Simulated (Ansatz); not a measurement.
# Ca on Cu(111): change of the work function

Wanted: Δφ(θ) for Ca/Cu(111), starting from the top site.

Method: plane-wave DFT, RPBE, Ansatz PAW, in the first sound run; inputs show where later runs differ, in Ansatz 0.2.0.

### 1. The structure

The cell holds 4 atoms: 4 Cu. Cell: a = 2.553 Å, b = 2.553 Å, c = 24.253 Å, α = 90.0°, β = 90.0°, γ = 60.0°. Vacuum lies along c.

### 2. The clean slab

The bare slab comes first, as the zero from which every change is counted. The two lowest layers are held at bulk places and the upper ones relax. The dipole correction removes the false field that a one-sided slab makes across the periodic vacuum, so each face gets a flat vacuum level of its own.

The input, input.yaml:

```yaml
crystal:
  lattice:
    - [2.5526554801, 0.0, 0.0]
    - [1.27632774, 2.2106644929, 0.0]
    - [0.0, 0.0, 24.2527034153]
  atoms:
    - { symbol: Cu, position: [0.0, 0.0, 0.3710926508] }
    - { symbol: Cu, position: [0.3333333333, 0.3333333333, 0.4570308836] }
    - { symbol: Cu, position: [0.6666666667, 0.6666666667, 0.5429691164] }
    - { symbol: Cu, position: [0.0, 0.0, 0.6289073492] }
kpoints:
  mp_grid: { grid: [13, 13, 1] }
hamiltonian:
  xc: rpbe
scf:
  occupations: { method: fermi_dirac, width: 0.1 }
  convergence: { dr2_threshold: 1.0e-08 }
efield:
  axis: 3
  dipole_correction: true
  ramp_position: 0.97
  ramp_width: 0.06
relax:
  f_tol: 0.02
  max_steps: 60
  constraints: [{ sites: [0, 1] }]
output:
  write_potential: true
  write_density: true
  volumetric_format: npy
```

Command:

```bash
$ ansatz run input.yaml --threads 4 --pin off --max-ram 12288MiB --backend cpu --events-out ev --progress --plain --runs-dir out
```

Numbers of over 12 decimals in the logs are rounded to 6 here.

The program printed:

```text
Engine: ansatz 0.2.0, aarch64-unknown-linux-gnu
Pseudopotentials: kind: paw
Pseudopotential: Cu, paw, valence charge 19, recommended cutoff 420 eV (normal), Cu.paw.azcp
Functional definition: RPBE
  parameter kappa = 0.804
  parameter beta = 0.066725
  exchange = rpbe_x(kappa = kappa, mu = beta*pi^2/3)
  correlation = pbe_c(beta = beta)
Crystal: 4 atoms, lattice volume = 136.860 Å³
Basis set: ecut = 420 eV, 2739 PW (Γ), exchange–correlation on 36×36×360 points (8 copies of the dense FFT grid, shifted against one another)
Bands: 46, of which v1, the nominal top of the filled ones, is band 38 counted from 1 (37 counted from 0)
Symmetry: 6 space group operations
k-points: 21 of 169 (time reversal used)
Non-local potential: Cu, projectors of the file, l = 0: 3, l = 1: 2, l = 2: 3, l = 3: 1
PAW form: soft (Blöchl's): semilocal exchange-correlation on the pseudo side does not see the compensation charge
PAW frozen core: Cu, regenerated for the run's functional, and the local potential with it (the file was generated under x = pbe(κ = 0.804, μ = 0.219515), c = pbe(β = 0.066725))
PAW one-centre angular grid: Cu, 590 points (default); XC on 64 Gauss nodes
Initial density: superposition of atomic densities (neutral atoms: chi_scale 0, normalization atom), corrected by the library's trained network
Initial wavefunctions: pseudopotential atomic-orbital guess
Functional: x = rpbe, c = pbe(β = 0.066725)
SCF iter   1: F=—  HF=-26520.660581 eV  |F-HF|=—  |Δ(HF+E_count)|=         —  Δρ=5.97e-3  dr2=4.55e-2  ethr=1.77e-3  p=0.000 e·Å  D=5.28e-14 V/Å  ΔV_dip=-0.00 eV  dr2_dipole=6.00e-8  V_vac-E_F(+/−)=4.64/4.65 eV  ⟨swp⟩=8.5  Hψ=4230  notcnv=0  defer=18
efield: sawtooth ramp at fractional position 0.9700 (set: `efield.ramp_position`, or a place that a band, a saddle search or an elastic batch's reference lends), width 0.0600; the density the first Hamiltonian is built on has a dipole p = 0.000 e·Å; the dipole correction subtracts the counter field D = 5.28e-14 V/Å, which shifts the + side's vacuum level by -0.00 eV against the − side's; the planar-averaged density in the ramp window peaks in size at 4.1e-5 e/Å³
preconditioner: auto → LDOS  [metal: Δε(μ)=0.066 eV  Ē_g=8.405 eV  σ=0.100 eV  W_gap=0.16  n_scr=18 (ndim 8)  ℏωp=21.1 eV  f_vac=0.614  D(μ)=1.54/eV (n_scr^D=10)  β→1.0]
SCF iter   2: F=—  HF=-26520.723374 eV  |F-HF|=—  |Δ(HF+E_count)|=   6.28e-2  Δρ=1.88e-2  dr2=2.65e-1  ethr=5.99e-5  p=-0.000 e·Å  D=-2.43e-5 V/Å  ΔV_dip=0.00 eV  dr2_dipole=5.30e-8  V_vac-E_F(+/−)=4.58/4.58 eV  ⟨swp⟩=3.0  Hψ=2407  notcnv=0  defer=32
SCF iter   3: F=—  HF=-26520.659570 eV  |F-HF|=—  |Δ(HF+E_count)|=   6.38e-2  Δρ=1.57e-3  dr2=2.09e-3  ethr=5.99e-5  p=-0.000 e·Å  D=-1.06e-5 V/Å  ΔV_dip=0.00 eV  dr2_dipole=4.93e-8  V_vac-E_F(+/−)=4.66/4.66 eV  ⟨swp⟩=2.3  Hψ=1874  notcnv=0  defer=32
SCF iter   4: F=—  HF=-26520.659091 eV  |F-HF|=—  |Δ(HF+E_count)|=   4.79e-4  Δρ=7.93e-4  dr2=7.03e-4  ethr=2.75e-6  p=0.000 e·Å  D=1.12e-6 V/Å  ΔV_dip=-0.00 eV  dr2_dipole=7.85e-13  V_vac-E_F(+/−)=4.64/4.64 eV  ⟨swp⟩=3.4  Hψ=2226  notcnv=0  defer=32
SCF iter   5: F=—  HF=-26520.659009 eV  |F-HF|=—  |Δ(HF+E_count)|=   8.19e-5  Δρ=4.37e-4  dr2=2.06e-4  ethr=9.25e-7  p=-0.000 e·Å  D=-6.19e-7 V/Å  ΔV_dip=0.00 eV  dr2_dipole=1.74e-11  V_vac-E_F(+/−)=4.65/4.65 eV  ⟨swp⟩=2.0  Hψ=1376  notcnv=0  defer=32
SCF iter   6: F=—  HF=-26520.658991 eV  |F-HF|=—  |Δ(HF+E_count)|=   1.76e-5  Δρ=7.52e-5  dr2=6.89e-6  ethr=2.71e-7  p=-0.000 e·Å  D=-2.96e-7 V/Å  ΔV_dip=0.00 eV  dr2_dipole=1.55e-11  V_vac-E_F(+/−)=4.65/4.65 eV  ⟨swp⟩=2.0  Hψ=1234  notcnv=0  defer=32
SCF iter   7: F=—  HF=-26520.658978 eV  |F-HF|=—  |Δ(HF+E_count)|=   1.37e-5  Δρ=1.67e-5  dr2=1.37e-7  ethr=9.06e-9  p=-0.000 e·Å  D=-1.80e-7 V/Å  ΔV_dip=0.00 eV  dr2_dipole=9.05e-12  V_vac-E_F(+/−)=4.65/4.65 eV  ⟨swp⟩=2.0  Hψ=1418  notcnv=0  defer=29
SCF iter   8: F=-26520.658980 eV  HF=-26520.658980 eV  |F-HF|=3.71e-7  |Δ(HF+E_count)|=   2.34e-6  Δρ=3.68e-6  dr2=9.32e-9  ethr=1.32e-11  p=-0.000 e·Å  D=-5.09e-8 V/Å  ΔV_dip=0.00 eV  dr2_dipole=3.85e-12  V_vac-E_F(+/−)=4.65/4.65 eV  ⟨swp⟩=8.3  Hψ=7430  notcnv=0
SCF 1 converged in 8 iterations: F = -26520.658980 eV  dr2 = 9.32e-9
  greatest PAW one-centre occupation: 1.000 electrons in one spin orbital (limit 2), on the Cu atom at site 3 (counted from 0), in its partial waves of l = 0
relax step   1: F+E_penalty+E_count = -26520.65898031 eV  Δ(F+E_penalty+E_count) = +0.000e0 eV  max|allowed force component| = 1.722e-1 eV/Å  Δτ_max = 0.0000 Å  (8 SCF iters, accepted)
Initial density: handed on by an earlier stage of this run
Initial wavefunctions: those handed on with the density
iter 1 solved again at ethr=7.25e-6 eV; its pass at ethr=3.10e-3 eV (dr2=5.51e-3 eV) is discarded
SCF iter   1: F=—  HF=-26520.667642 eV  |F-HF|=—  |Δ(HF+E_count)|=         —  Δρ=2.84e-3  dr2=5.54e-3  ethr=7.25e-6  p=0.000 e·Å  D=1.76e-6 V/Å  ΔV_dip=-0.00 eV  dr2_dipole=6.93e-5  V_vac-E_F(+/−)=4.65/4.65 eV  ⟨swp⟩=2.6  Hψ=3373  notcnv=0  defer=32
efield: sawtooth ramp at fractional position 0.9700 (set: `efield.ramp_position`, or a place that a band, a saddle search or an elastic batch's reference lends), width 0.0600; the density the first Hamiltonian is built on has a dipole p = 0.000 e·Å; the dipole correction subtracts the counter field D = 1.76e-6 V/Å, which shifts the + side's vacuum level by -0.00 eV against the − side's; the planar-averaged density in the ramp window peaks in size at 2.5e-5 e/Å³
preconditioner: auto → LDOS  [metal: Δε(μ)=0.209 eV  Ē_g=8.442 eV  σ=0.100 eV  W_gap=0.39  n_scr=18 (ndim 8)  ℏωp=21.1 eV  f_vac=0.613  D(μ)=1.60/eV (n_scr^D=10)  β→1.0]
SCF iter   2: F=—  HF=-26520.665781 eV  |F-HF|=—  |Δ(HF+E_count)|=   1.86e-3  Δρ=1.45e-3  dr2=3.76e-3  ethr=7.25e-6  p=0.001 e·Å  D=1.08e-3 V/Å  ΔV_dip=-0.03 eV  dr2_dipole=6.71e-4  V_vac-E_F(+/−)=4.62/4.65 eV  ⟨swp⟩=2.0  Hψ=1694  notcnv=0  defer=32
SCF iter   3: F=—  HF=-26520.665596 eV  |F-HF|=—  |Δ(HF+E_count)|=   1.85e-4  Δρ=1.83e-3  dr2=2.99e-3  ethr=4.94e-6  p=-0.000 e·Å  D=-6.43e-4 V/Å  ΔV_dip=0.02 eV  dr2_dipole=1.16e-4  V_vac-E_F(+/−)=4.67/4.65 eV  ⟨swp⟩=2.0  Hψ=1755  notcnv=0  defer=32
SCF iter   4: F=—  HF=-26520.665092 eV  |F-HF|=—  |Δ(HF+E_count)|=   5.04e-4  Δρ=3.04e-4  dr2=1.43e-4  ethr=3.93e-6  p=-0.000 e·Å  D=-4.24e-4 V/Å  ΔV_dip=0.01 eV  dr2_dipole=1.94e-5  V_vac-E_F(+/−)=4.66/4.65 eV  ⟨swp⟩=2.0  Hψ=1236  notcnv=0  defer=32
SCF iter   5: F=—  HF=-26520.665103 eV  |F-HF|=—  |Δ(HF+E_count)|=   1.17e-5  Δρ=2.49e-4  dr2=6.57e-5  ethr=1.88e-7  p=-0.000 e·Å  D=-3.10e-4 V/Å  ΔV_dip=0.01 eV  dr2_dipole=7.58e-6  V_vac-E_F(+/−)=4.66/4.65 eV  ⟨swp⟩=2.0  Hψ=1382  notcnv=0  defer=32
SCF iter   6: F=—  HF=-26520.665097 eV  |F-HF|=—  |Δ(HF+E_count)|=   6.51e-6  Δρ=5.80e-5  dr2=6.75e-6  ethr=8.64e-8  p=-0.000 e·Å  D=-3.57e-4 V/Å  ΔV_dip=0.01 eV  dr2_dipole=1.65e-6  V_vac-E_F(+/−)=4.66/4.65 eV  ⟨swp⟩=2.0  Hψ=1368  notcnv=0  defer=32
SCF iter   7: F=—  HF=-26520.665098 eV  |F-HF|=—  |Δ(HF+E_count)|=   1.14e-6  Δρ=1.53e-5  dr2=3.67e-7  ethr=8.88e-9  p=-0.000 e·Å  D=-3.65e-4 V/Å  ΔV_dip=0.01 eV  dr2_dipole=7.86e-8  V_vac-E_F(+/−)=4.66/4.65 eV  ⟨swp⟩=2.1  Hψ=1407  notcnv=0  defer=32
SCF iter   8: F=—  HF=-26520.665099 eV  |F-HF|=—  |Δ(HF+E_count)|=   7.37e-7  Δρ=8.37e-6  dr2=9.23e-8  ethr=4.83e-10  p=-0.000 e·Å  D=-3.61e-4 V/Å  ΔV_dip=0.01 eV  dr2_dipole=1.29e-8  V_vac-E_F(+/−)=4.66/4.65 eV  ⟨swp⟩=2.0  Hψ=1399  notcnv=0  defer=32
SCF iter   9: F=-26520.665099 eV  HF=-26520.665099 eV  |F-HF|=7.96e-8  |Δ(HF+E_count)|=   2.03e-7  Δρ=2.06e-6  dr2=4.57e-9  ethr=1.32e-11  p=-0.000 e·Å  D=-3.59e-4 V/Å  ΔV_dip=0.01 eV  dr2_dipole=2.38e-10  V_vac-E_F(+/−)=4.66/4.65 eV  ⟨swp⟩=8.1  Hψ=6982  notcnv=0
SCF 2 converged in 9 iterations: F = -26520.665099 eV  dr2 = 4.57e-9
relax step   2: F+E_penalty+E_count = -26520.66509894 eV  Δ(F+E_penalty+E_count) = -6.119e-3 eV  max|allowed force component| = 1.005e-1 eV/Å  Δτ_max = 0.0395 Å  (9 SCF iters, accepted)
SCF iter   1: F=—  HF=-26520.672759 eV  |F-HF|=—  |Δ(HF+E_count)|=         —  Δρ=3.80e-3  dr2=9.48e-3  ethr=1.32e-4  p=-0.000 e·Å  D=-3.59e-4 V/Å  ΔV_dip=0.01 eV  dr2_dipole=8.19e-5  V_vac-E_F(+/−)=4.66/4.65 eV  ⟨swp⟩=4.7  Hψ=2397  notcnv=0  defer=32
efield: sawtooth ramp at fractional position 0.9700 (set: `efield.ramp_position`, or a place that a band, a saddle search or an elastic batch's reference lends), width 0.0600; the density the first Hamiltonian is built on has a dipole p = -0.000 e·Å; the dipole correction subtracts the counter field D = -3.59e-4 V/Å, which shifts the + side's vacuum level by +0.01 eV against the − side's; the planar-averaged density in the ramp window peaks in size at 1.7e-5 e/Å³
preconditioner: auto → LDOS  [metal: Δε(μ)=0.233 eV  Ē_g=8.408 eV  σ=0.100 eV  W_gap=0.42  n_scr=18 (ndim 8)  ℏωp=21.1 eV  f_vac=0.609  D(μ)=1.61/eV (n_scr^D=10)  β→1.0]
SCF iter   2: F=—  HF=-26520.669810 eV  |F-HF|=—  |Δ(HF+E_count)|=   2.95e-3  Δρ=2.38e-3  dr2=1.03e-2  ethr=1.25e-5  p=0.001 e·Å  D=1.93e-3 V/Å  ΔV_dip=-0.05 eV  dr2_dipole=2.49e-3  V_vac-E_F(+/−)=4.61/4.66 eV  ⟨swp⟩=2.1  Hψ=1934  notcnv=0  defer=32
SCF iter   3: F=—  HF=-26520.669894 eV  |F-HF|=—  |Δ(HF+E_count)|=   8.36e-5  Δρ=3.29e-3  dr2=9.79e-3  ethr=1.25e-5  p=-0.001 e·Å  D=-1.03e-3 V/Å  ΔV_dip=0.02 eV  dr2_dipole=5.50e-4  V_vac-E_F(+/−)=4.68/4.66 eV  ⟨swp⟩=2.0  Hψ=1771  notcnv=0  defer=32
SCF iter   4: F=—  HF=-26520.668191 eV  |F-HF|=—  |Δ(HF+E_count)|=   1.70e-3  Δρ=3.04e-4  dr2=4.86e-4  ethr=1.25e-5  p=-0.000 e·Å  D=-5.65e-4 V/Å  ΔV_dip=0.01 eV  dr2_dipole=1.71e-4  V_vac-E_F(+/−)=4.67/4.65 eV  ⟨swp⟩=2.0  Hψ=1387  notcnv=0  defer=32
SCF iter   5: F=—  HF=-26520.668227 eV  |F-HF|=—  |Δ(HF+E_count)|=   3.58e-5  Δρ=4.60e-4  dr2=2.30e-4  ethr=6.40e-7  p=-0.001 e·Å  D=-6.66e-4 V/Å  ΔV_dip=0.02 eV  dr2_dipole=2.98e-5  V_vac-E_F(+/−)=4.67/4.65 eV  ⟨swp⟩=2.0  Hψ=1391  notcnv=0  defer=32
SCF iter   6: F=—  HF=-26520.668186 eV  |F-HF|=—  |Δ(HF+E_count)|=   4.09e-5  Δρ=1.50e-4  dr2=2.80e-5  ethr=3.02e-7  p=-0.001 e·Å  D=-8.71e-4 V/Å  ΔV_dip=0.02 eV  dr2_dipole=3.73e-6  V_vac-E_F(+/−)=4.67/4.65 eV  ⟨swp⟩=2.0  Hψ=1348  notcnv=0  defer=32
SCF iter   7: F=—  HF=-26520.668175 eV  |F-HF|=—  |Δ(HF+E_count)|=   1.10e-5  Δρ=2.32e-5  dr2=4.39e-7  ethr=3.68e-8  p=-0.001 e·Å  D=-8.89e-4 V/Å  ΔV_dip=0.02 eV  dr2_dipole=1.14e-8  V_vac-E_F(+/−)=4.67/4.65 eV  ⟨swp⟩=2.0  Hψ=1325  notcnv=0  defer=32
SCF iter   8: F=—  HF=-26520.668192 eV  |F-HF|=—  |Δ(HF+E_count)|=   1.68e-5  Δρ=1.41e-5  dr2=2.05e-7  ethr=5.78e-10  p=-0.001 e·Å  D=-8.77e-4 V/Å  ΔV_dip=0.02 eV  dr2_dipole=1.45e-8  V_vac-E_F(+/−)=4.67/4.65 eV  ⟨swp⟩=2.6  Hψ=1839  notcnv=0  defer=32
SCF iter   9: F=—  HF=-26520.668193 eV  |F-HF|=—  |Δ(HF+E_count)|=   9.33e-7  Δρ=4.44e-6  dr2=1.64e-8  ethr=2.69e-10  p=-0.001 e·Å  D=-8.72e-4 V/Å  ΔV_dip=0.02 eV  dr2_dipole=3.23e-10  V_vac-E_F(+/−)=4.67/4.65 eV  ⟨swp⟩=2.1  Hψ=1397  notcnv=0  defer=32
SCF iter  10: F=-26520.668193 eV  HF=-26520.668193 eV  |F-HF|=3.38e-8  |Δ(HF+E_count)|=   3.55e-7  Δρ=2.63e-6  dr2=7.28e-9  ethr=1.32e-11  p=-0.001 e·Å  D=-8.69e-4 V/Å  ΔV_dip=0.02 eV  dr2_dipole=1.92e-10  V_vac-E_F(+/−)=4.67/4.65 eV  ⟨swp⟩=9.5  Hψ=6598  notcnv=0
SCF 3 converged in 10 iterations: F = -26520.668193 eV  dr2 = 7.28e-9
relax step   3: F+E_penalty+E_count = -26520.66819313 eV  Δ(F+E_penalty+E_count) = -3.094e-3 eV  max|allowed force component| = 5.306e-3 eV/Å  Δτ_max = 0.0538 Å  (10 SCF iters, accepted)
NSCF: frozen V_eff on 21 k-points
the band table was solved once a step of the walk had ended and its energy, with any forces and stress, was formed, with the checks that follow a solve (5199 applications of the Hamiltonian). They found nothing against the state; the energy, forces and stress were not computed again (output.eigenvalues in the input reference)
WARN: The input density's exchange-correlation potential varies sharply where the density is thin. Do not read a vacuum level from v_tot or v_xc, or from such a field of the output density. On a cell that repeats whose density bears no net charge and no dipole along the vacuum's axis use v_es (v_loc + v_h of the components); under efield.dipole_correction with no amplitude use v_es + v_field, which holds any external [...]
SCF converged after 10 iterations
Free energy (F): -26520.668193 eV
Harris-Foulkes:  -26520.668193 eV  (|F-HF|=3.38e-8)
Internal energy: -26520.616235 eV  (E = F + TS)
E sigma→0 (E₀):  -26520.642214 eV
Entropy (-TS):   -0.051958 eV (-12.989 meV/atom)
Fermi energy:    2.827074 eV
Dipole field:    D = -0.000846 V/Å  (p = -0.000640 e·Å, saw-weighted, corrected)
Work function:   Φ+ = 4.6691 eV   Φ− = 4.6486 eV
Levels:          The Fermi level and band energies are counted from a zero that moves with the ramp; work functions are not
--- Per-component energies (eV) ---
  E_band       = -2483.728738
  E_kinetic    = 1197.319550
  E_local      = -179143.600851  (includes V_loc(G=0)·N_el)
  E_nonlocal   = 1563.258337
  E_hartree    = 88086.421898
  E_xc         = -355.893481
  E_vxc        = -458.233277  (∫ρ·V_xc dr)
  E_paw        = -6678.089895  (= ΣΔE_a)
  E_vpaw       = -1815.336336  (= ΣTr[D̂ρ^β])
  E_aug_tail   = 0.001203  (compensation charges beyond the density's cutoff)
  E_efield     = 0.000000  (sawtooth field / dipole correction)
  E_vefield    = 0.002313  (∫n·V_field dr)
  E_ewald      = 68810.136048
  E_core_change = -0.169045  (= ΣΔE_core)
  E_smearing   = -0.051958  (= −TS)
  E_closure    = -0.000000  (closes the sum)
  Σ components = -26520.668193   (vs F -26520.668193, Δ=0.00e0)
--- Forces (eV/Å), atoms counted from 1 ---
  atom   1  Cu    -0.00000000     0.00000000    -0.16121041
  atom   2  Cu     0.00000000     0.00000000     0.15601503
  atom   3  Cu    -0.00000000     0.00000000    -0.00008062
  atom   4  Cu    -0.00000000     0.00000000     0.00530617
  max |Σ_I F_I| component: 3.02e-5 eV/Å
--- Band table (eV; the first three rows and the last of 21) ---
  k-point 0: bands = [... 34 lower, 0.8785, 1.1880, 1.1880, 1.2893, 1.2893, 1.6456, 2.5772, 6.8683, ... 4 higher]
  k-point 1: bands = [... 34 lower, 0.8876, 0.9829, 1.1041, 1.1845, 1.2903, 2.0228, 3.0519, 7.0219, ... 4 higher]
  k-point 2: bands = [... 34 lower, 0.8169, 0.8778, 1.1743, 1.2925, 1.3021, 2.6594, 4.0445, 7.4828, ... 4 higher]
  k-point 20: bands = [... 34 lower, 1.2100, 1.2561, 5.1247, 6.0149, 7.0767, 7.4492, 7.5929, 8.4894, ... 4 higher]
--- Relaxed structure (3 steps of the walk, 3 accepted, 0 SCFs on fresh bases) ---
  F+E_penalty+E_count = -26520.66819313 eV   max|allowed force component| = 5.306e-3 eV/Å
  atoms:
    - { symbol: Cu, position: [0.0, 0.0, 0.3710926508] }
    - { symbol: Cu, position: [0.333333, 0.333333, 0.4570308836] }
    - { symbol: Cu, position: [0.666667, 0.666667, 0.545055] }
    - { symbol: Cu, position: [4.055999821866666e-18, 0, 0.632753] }
```

The job ended after 12 s (4 threads of Arm Neoverse V1, shared host; peak memory 0.47 GiB; 46 s of CPU time).

Relaxation path:

```csv
step,energy less that of the first step (eV),largest force component (eV/Å)
1,0.0000,0.1722
2,-0.0061,0.1005
3,-0.0092,0.0053
```

The run keeps the 6 symmetry operations that it works with, so distortions that break them were not tested.

The atoms that moved most (Å):

```csv
atom,dx,dy,dz,length
Cu4,0.000,0.000,0.093,0.093
Cu3,0.000,0.000,0.051,0.051
```

The relaxed structure:

```xyz
4
Lattice="2.5527 0.0000 0.0000 1.2763 2.2107 0.0000 0.0000 0.0000 24.2527" Properties=species:S:1:pos:R:3
Cu    0.0000    0.0000    9.0000
Cu    1.2763    0.7369   11.0842
Cu    2.5527    1.4738   13.2191
Cu    0.0000    0.0000   15.3460
```

Numbers from this step:

```
energy at zero smearing        : -26520.6422 eV
work function, upper face      : 4.669 eV
work function, lower face      : 4.649 eV
dipole along the normal        : -6.40e-4 e·Å
step between the vacuum levels : 0.02052 eV
```

Running mean over 2.084 Å of the planar mean; the ramp of the sawtooth is left out. Table of electron's electrostatic potential energy less the Fermi level by z:

z (Å), electron's electrostatic potential energy less the Fermi level (eV) and a bar from the least value:
```
      3.0       4.65 ##############################
      3.5       4.65 ##############################
      4.0       4.65 ##############################
      4.5       4.65 ##############################
      5.0       4.64 ##############################
      5.5       4.63 ##############################
      6.0       4.59 ##############################
      6.5       4.46 ##############################
      7.0       3.97 ############################
      7.5       1.89 ########################
      8.0      -2.82 #############
      8.5      -7.15 ####
      9.0      -8.56 #
      9.5      -8.76 
     10.0      -8.82 
     10.5      -8.88 
     11.0      -8.89 
     11.5      -8.72 
     12.0      -8.43 #
     12.5      -8.50 #
     13.0      -8.80 
     13.5      -8.78 
     14.0      -8.47 #
     14.5      -8.39 #
     15.0      -8.57 #
     15.5      -8.33 #
     16.0      -6.05 ######
     16.5      -1.20 #################
     17.0       2.89 ##########################
     17.5       4.21 #############################
     18.0       4.54 ##############################
     18.5       4.63 ##############################
     19.0       4.66 ##############################
     19.5       4.67 ##############################
     20.0       4.67 ##############################
     20.5       4.67 ##############################
     21.0       4.67 ##############################
```

The relaxation took 3 steps and lowered the energy by 0.0092 eV; the largest force on the free atoms ends at 0.0053 eV/Å.

The work function of the upper face is 4.67 eV.

(Part 1 of 5 ends here.)

[Logs are printed without paths, hosts, clocks, repeated set-up lines and the standing remarks that a program may print on its own settings, such as how far it seeks lower states.]

[Hosts, paths, dates, database ids (printed as entryN), source tags and the programs' standing remarks are cut or masked in the printed files.]

[Maps of the electrostatic potential energy from Ansatz leave out the sawtooth potential of an applied field or a dipole correction, so their vacuum need not be flat; planar profiles and work functions include it.]
